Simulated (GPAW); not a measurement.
# Cs2InAgCl6 (Fm-3m): one start, several treatments of the self-energy

Wanted: the gap of Cs2InAgCl6 (Fm-3m) under several approximations, with cost.

Method: LDA and many-body steps on it, plane waves, in GPAW 26.7.0.

**The experiments to reproduce.**

- Gap 3.3 eV: optical gap from absorption onset near 380 nm, assigned as direct at Gamma; diffuse reflectance with Kubelka-Munk analysis; powder (“Cs2InAgCl6: A new lead-free halide double perovskite with direct band gap”, 2016, arxiv:1611.05426).

Most raw output is cut from this account.

## (1) The structure

The structure is cubic, space group Fm-3m (No. 225). Conventional cell: a = 10.469 Å, b = 10.469 Å, c = 10.469 Å, α = 90.00°, β = 90.00°, γ = 90.00°. Nearest to Cs lie 12 Cl at 3.70 Å. Nearest to In lie 6 Cl at 2.51 Å. Nearest to Ag lie 6 Cl at 2.72 Å. Cl has 1 In at 2.51 Å and 1 Ag at 2.72 Å and 4 Cs at 3.70 Å nearest. Farther neighbours and most contacts between anions are not listed.

As a file:

```cif
data_structure
_symmetry_space_group_name_H-M 'Fm-3m'
_symmetry_Int_Tables_number 225
_cell_length_a 10.4690
_cell_length_b 10.4690
_cell_length_c 10.4690
_cell_angle_alpha 90.000
_cell_angle_beta 90.000
_cell_angle_gamma 90.000
_cell_volume 1147.40
loop_
_atom_site_label
_atom_site_type_symbol
_atom_site_symmetry_multiplicity
_atom_site_Wyckoff_symbol
_atom_site_fract_x
_atom_site_fract_y
_atom_site_fract_z
_atom_site_occupancy
Cs1 Cs 8 c 0.25000 0.75000 0.75000 1
In1 In 4 a 0.00000 0.00000 0.00000 1
Ag1 Ag 4 b 0.50000 0.00000 0.00000 1
Cl1 Cl 24 e 0.23979 0.00000 0.00000 1
```

The cell and positions come from the Crystallography Open Database and are kept as given unless a step says otherwise. Spin-orbit coupling is left out unless a step names it.

## (2) Empty states on the mesh, 2×2×2 mesh, 975 bands

This step: GPAW 26.7.0; DFT, LDA, plane waves, PAW.

The sums over transitions need many empty states on a uniform mesh; this step solves for them.

Input file run.py:

```python
import json
import numpy as np
from gpaw.mpi import world
from gpaw import GPAW

calc = GPAW('gs.gpw').fixed_density(kpts={'size': (2, 2, 2), 'gamma': True},
    parallel={'domain': 1, 'band': 1},
    txt='nscf.txt')
calc.diagonalize_full_hamiltonian(nbands=975)
calc.write('full.gpw', mode='all')
res = {}
kpts = calc.get_ibz_k_points()
res['kpts'] = kpts
res['eigenvalues'] = [calc.get_eigenvalues(kpt=k) for k in range(len(kpts))]
res['n_electrons'] = calc.get_number_of_electrons()

if world.rank == 0:
    with open('result.json', 'w') as f:
        json.dump(res, f, default=lambda x: x.tolist())
```

Launch:

```sh
$ mpirun -n 3 gpaw python run.py
```

The job ended after 2.6 min (3 MPI ranks of Intel Xeon Platinum 8559C (Emerald Rapids), shared host; peak memory 8.2 GiB).

Numbers from this step:

| Quantity | Value |
| --- | --- |
| gap | 0.8904 eV |
| k of the valence top | 0, 0, 0 |
| k of the conduction bottom | 0, 0, 0 |
| least direct gap | 0.8904 eV |
| k points computed | 3 |
| lowest point of the top converged band, above the valence top | 120.4513 eV |

On this mesh the gap is 0.890 eV.

## (3) G0W0, Godby-Needs plasmon pole

Now the one-shot GW correction: screening in the RPA, then the self-energy of the levels asked for.

This step: G0W0 on LDA, plane waves, PAW.

Input file run.py:

```python
import json
import numpy as np
from gpaw.mpi import world
from gpaw.response.g0w0 import G0W0

gw = G0W0('full.gpw',
    filename='gw',
    kpts=[0],
    bands=(43, 47),
    ecut=78,
    nbands=448,
    integrate_gamma='WS',
    ppa=True)
gw.calculate()
res = {mode: {k: v for k, v in r.items() if k != 'sigma_eskwn'}
       for mode, r in gw.all_results.items()}

if world.rank == 0:
    with open('result.json', 'w') as f:
        json.dump(res, f, default=lambda x: x.tolist())
```

Launch:

```sh
$ mpirun -n 4 gpaw python run.py
```

It took 92 s on 4 MPI ranks; peak memory 5 GiB.

Numbers from this step:

| Quantity | Value |
| --- | --- |
| G0W0 gap on the points computed | 2.685 eV |
| least direct G0W0 gap on the computed points | 2.685 eV |
| Z at the valence top | 0.7893 |
| Z at the conduction bottom | 0.8245 |
| starting gap on the mesh | 0.8904 eV |
| k of the valence top | 0, 0, 0 |
| k of the conduction bottom | 0, 0, 0 |

The gap on the mesh goes from 0.89 eV to 2.69 eV, a correction of +1.79 eV.

## (4) One-shot HSE06

This step: one-shot HSE06 levels on LDA orbitals, plane waves, PAW.

Input file run.py:

```python
import json
import numpy as np
from gpaw.mpi import world
from gpaw.hybrids.eigenvalues import non_self_consistent_eigenvalues

dft, vxc, vxc_hyb = non_self_consistent_eigenvalues('full.gpw', 'HSE06', 43, 47, kpt_indices=[0])
res = {'dft': dft[0], 'hybrid': (dft - vxc + vxc_hyb)[0]}
if world.rank == 0:
    with open('hybrid.txt', 'w') as f:
        for k, e0, e1 in zip([0], res['dft'], res['hybrid']):
            print(k, ' '.join(f'{x:9.4f}' for x in e0), '|', ' '.join(f'{x:9.4f}' for x in e1), file=f)

if world.rank == 0:
    with open('result.json', 'w') as f:
        json.dump(res, f, default=lambda x: x.tolist())
```

Launch:

```sh
$ mpirun -n 4 gpaw python run.py
```

The job ended after 5.1 s (4 MPI ranks; peak memory 0.99 GiB; 19 s of CPU time).

This step gave:

| Item | Value |
| --- | --- |
| starting gap on the mesh | 0.8904 eV |
| hybrid gap on the mesh | 2.663 eV |
| least direct hybrid gap on the computed points | 2.663 eV |

## (5) G0W0, extrapolated in the cutoff

This step: G0W0 on LDA, plane waves, PAW.

Input file run.py:

```python
import json
import numpy as np
from gpaw.mpi import world
from gpaw.response.g0w0 import G0W0

gw = G0W0('full.gpw',
    filename='gw',
    kpts=[0],
    bands=(43, 47),
    ecut=130.0,
    integrate_gamma='WS',
    ppa=True,
    ecut_extrapolation=True)
gw.calculate()
res = {mode: {k: v for k, v in r.items() if k != 'sigma_eskwn'}
       for mode, r in gw.all_results.items()}

if world.rank == 0:
    with open('result.json', 'w') as f:
        json.dump(res, f, default=lambda x: x.tolist())
```

Launch:

```sh
$ mpirun -n 4 gpaw python run.py
```

It took 12 min on 4 MPI ranks; peak memory 9.1 GiB.

This step gave:

```
quasiparticle gap on the points computed              : 2.626 eV
least direct quasiparticle gap on the computed points : 2.626 eV
Z at the valence top                                  : 0.7838
Z at the conduction bottom                            : 0.8209
starting gap on the mesh                              : 0.8904 eV
k of the valence top                                  : 0, 0, 0
k of the conduction bottom                            : 0, 0, 0
gaps at the cutoffs of the extrapolation              : 2.645, 2.643, 2.641 eV
```

Against G0W0 in GPAW (2×2×2 mesh, 448 bands, screening to 78 eV, Godby-Needs plasmon pole), the gap moves by −0.059 eV.

## (6) One-shot Hartree-Fock

This step: one-shot Hartree-Fock levels on LDA orbitals, plane waves, PAW.

Input file run.py:

```python
import json
import numpy as np
from gpaw.mpi import world
from gpaw.hybrids.eigenvalues import non_self_consistent_eigenvalues

dft, vxc, vxc_hyb = non_self_consistent_eigenvalues('full.gpw', 'EXX', 43, 47, kpt_indices=[0])
res = {'dft': dft[0], 'hybrid': (dft - vxc + vxc_hyb)[0]}
if world.rank == 0:
    with open('hybrid.txt', 'w') as f:
        for k, e0, e1 in zip([0], res['dft'], res['hybrid']):
            print(k, ' '.join(f'{x:9.4f}' for x in e0), '|', ' '.join(f'{x:9.4f}' for x in e1), file=f)

if world.rank == 0:
    with open('result.json', 'w') as f:
        json.dump(res, f, default=lambda x: x.tolist())
```

Launch:

```sh
$ mpirun -n 4 gpaw python run.py
```

Run time: 5.2 s. Hardware: 4 MPI ranks; peak memory 0.89 GiB; 19 s of CPU time.

Numbers from this step:

```yaml
starting_gap_on_the_mesh: 0.8904 eV
hybrid_gap_on_the_mesh: 9.812 eV
least_direct_hybrid_gap_on_the_computed_points: 9.812 eV
```

## (7) G0W0, full frequency, Hilbert transform

This step: G0W0 on LDA, plane waves, PAW.

Input file run.py:

```python
import json
import numpy as np
from gpaw.mpi import world
from gpaw.response.g0w0 import G0W0

gw = G0W0('full.gpw',
    filename='gw',
    kpts=[0],
    bands=(43, 47),
    ecut=78,
    nbands=448,
    integrate_gamma='WS',
    frequencies={'type': 'nonlinear', 'domega0': 0.1, 'omega2': 15.0},
    eta=0.1,
    nblocksmax=True)
gw.calculate()
res = {mode: {k: v for k, v in r.items() if k != 'sigma_eskwn'}
       for mode, r in gw.all_results.items()}

if world.rank == 0:
    with open('result.json', 'w') as f:
        json.dump(res, f, default=lambda x: x.tolist())
```

Launch:

```sh
$ mpirun -n 4 gpaw python run.py
```

The job ended after 6.4 min (4 MPI ranks; peak memory 6.5 GiB; 25 min of CPU time).

This step gave:

```
G0W0 gap on the points computed              : 2.657 eV
least direct G0W0 gap on the computed points : 2.657 eV
starting gap on the mesh                     : 0.8904 eV
k of the valence top                         : 0, 0, 0
k of the conduction bottom                   : 0, 0, 0
```

Against G0W0 in GPAW (2×2×2 mesh, 448 bands, screening to 78 eV, Godby-Needs plasmon pole), the gap moves by −0.028 eV.

## (8) The runs together

Times are wall times on 4 MPI ranks of Intel Xeon Platinum 8559C (Emerald Rapids), shared host, good to a factor of about two.

| run | mesh | bands | screening cutoff (eV) | DFT gap (eV) | gap on the mesh (eV) | direct (eV) | time |
| --- | --- | --- | --- | --- | --- | --- | --- |
| G0W0, Godby-Needs plasmon pole | 2×2×2 | 448 | 78 | 0.890 | 2.685 | 2.685 | 92 s |
| one-shot HSE06 | 2×2×2 | - | - | 0.890 | 2.663 | 2.663 | 5.1 s |
| G0W0, extrapolated in the cutoff | 2×2×2 | - | 130 | 0.890 | 2.626 | 2.626 | 12 min |
| one-shot Hartree-Fock | 2×2×2 | - | - | 0.890 | 9.812 | 9.812 | 5.2 s |
| G0W0, full frequency, Hilbert transform | 2×2×2 | 448 | 78 | 0.890 | 2.657 | 2.657 | 6.4 min |

## (9) Results

```
G0W0, Godby-Needs plasmon pole          : 2.685 eV
one-shot HSE06                          : 2.663 eV
G0W0, extrapolated in the cutoff        : 2.626 eV
one-shot Hartree-Fock                   : 9.812 eV
G0W0, full frequency, Hilbert transform : 2.657 eV
known limits                            : not at the basis limit; d shell near the gap, gap tends to lie low; no spin-orbit coupling; coarse k mesh
```

One-shot HSE06: −0.023 eV against G0W0, Godby-Needs plasmon pole. G0W0, extrapolated in the cutoff: −0.059 eV against G0W0, Godby-Needs plasmon pole, at other bands or cutoff, so not like for like. One-shot Hartree-Fock: +7.127 eV against G0W0, Godby-Needs plasmon pole. G0W0, full frequency, Hilbert transform: −0.028 eV against G0W0, Godby-Needs plasmon pole. Bare exchange alone opens the gap to 9.81 eV; against G0W0, correlation takes back 7.13 eV. One-shot hybrid levels are evaluated on the LDA orbitals. Against experiment, by G0W0, Godby-Needs plasmon pole: the direct gap of 2.69 eV lies −0.61 eV from the measured 3.3 eV (direct, 2016). An exciton line or allowed optical edge lies below the quasiparticle gap by the binding energy; a forbidden edge can push the onset above it. These are gaps on the mesh, at modest bands and cutoff. The calculation has static nuclei and no excitons; a measured gap holds zero-point and thermal motion, which mostly lowers it. Bands and cutoff are finite, so the gap is not at the basis limit. The miss can reach some tenths of an eV and take either sign; the mesh is an error of its own. These stock PAW sets were not made for GW. In the G0W0 runs levels were corrected at 1 k point alone, so a gap called «on the mesh» is the least over those, and an edge elsewhere would be missed. The program warns of a poor linear fit in the extrapolation of some level, so the extrapolated values are rough. The 2×2×2 mesh is coarse for this cell, which bears on the long-range parts of exchange and screening. A d shell, filled or nearly so, lies near the gap. One-shot GW converges very slowly in bands there, not always from below, and on a semilocal start the gap tends to come out low; starts rich in exact exchange can overshoot instead. The many-body steps are scalar-relativistic: spin-orbit coupling is not in them.

[Paths, hosts, dates, memory and timing lines, banners, echoed tables and standing remarks are left out of the program output.]

[Logs are printed without paths, hosts, clocks, repeated set-up lines and the standing remarks that a program may print on its own settings, such as how far it seeks lower states.]

[Runs of the session that timed out or met a known fault of the program may be left out.]

[Hosts, paths, dates, database ids (printed as entryN), source tags and the programs' standing remarks are cut or masked in the printed files.]
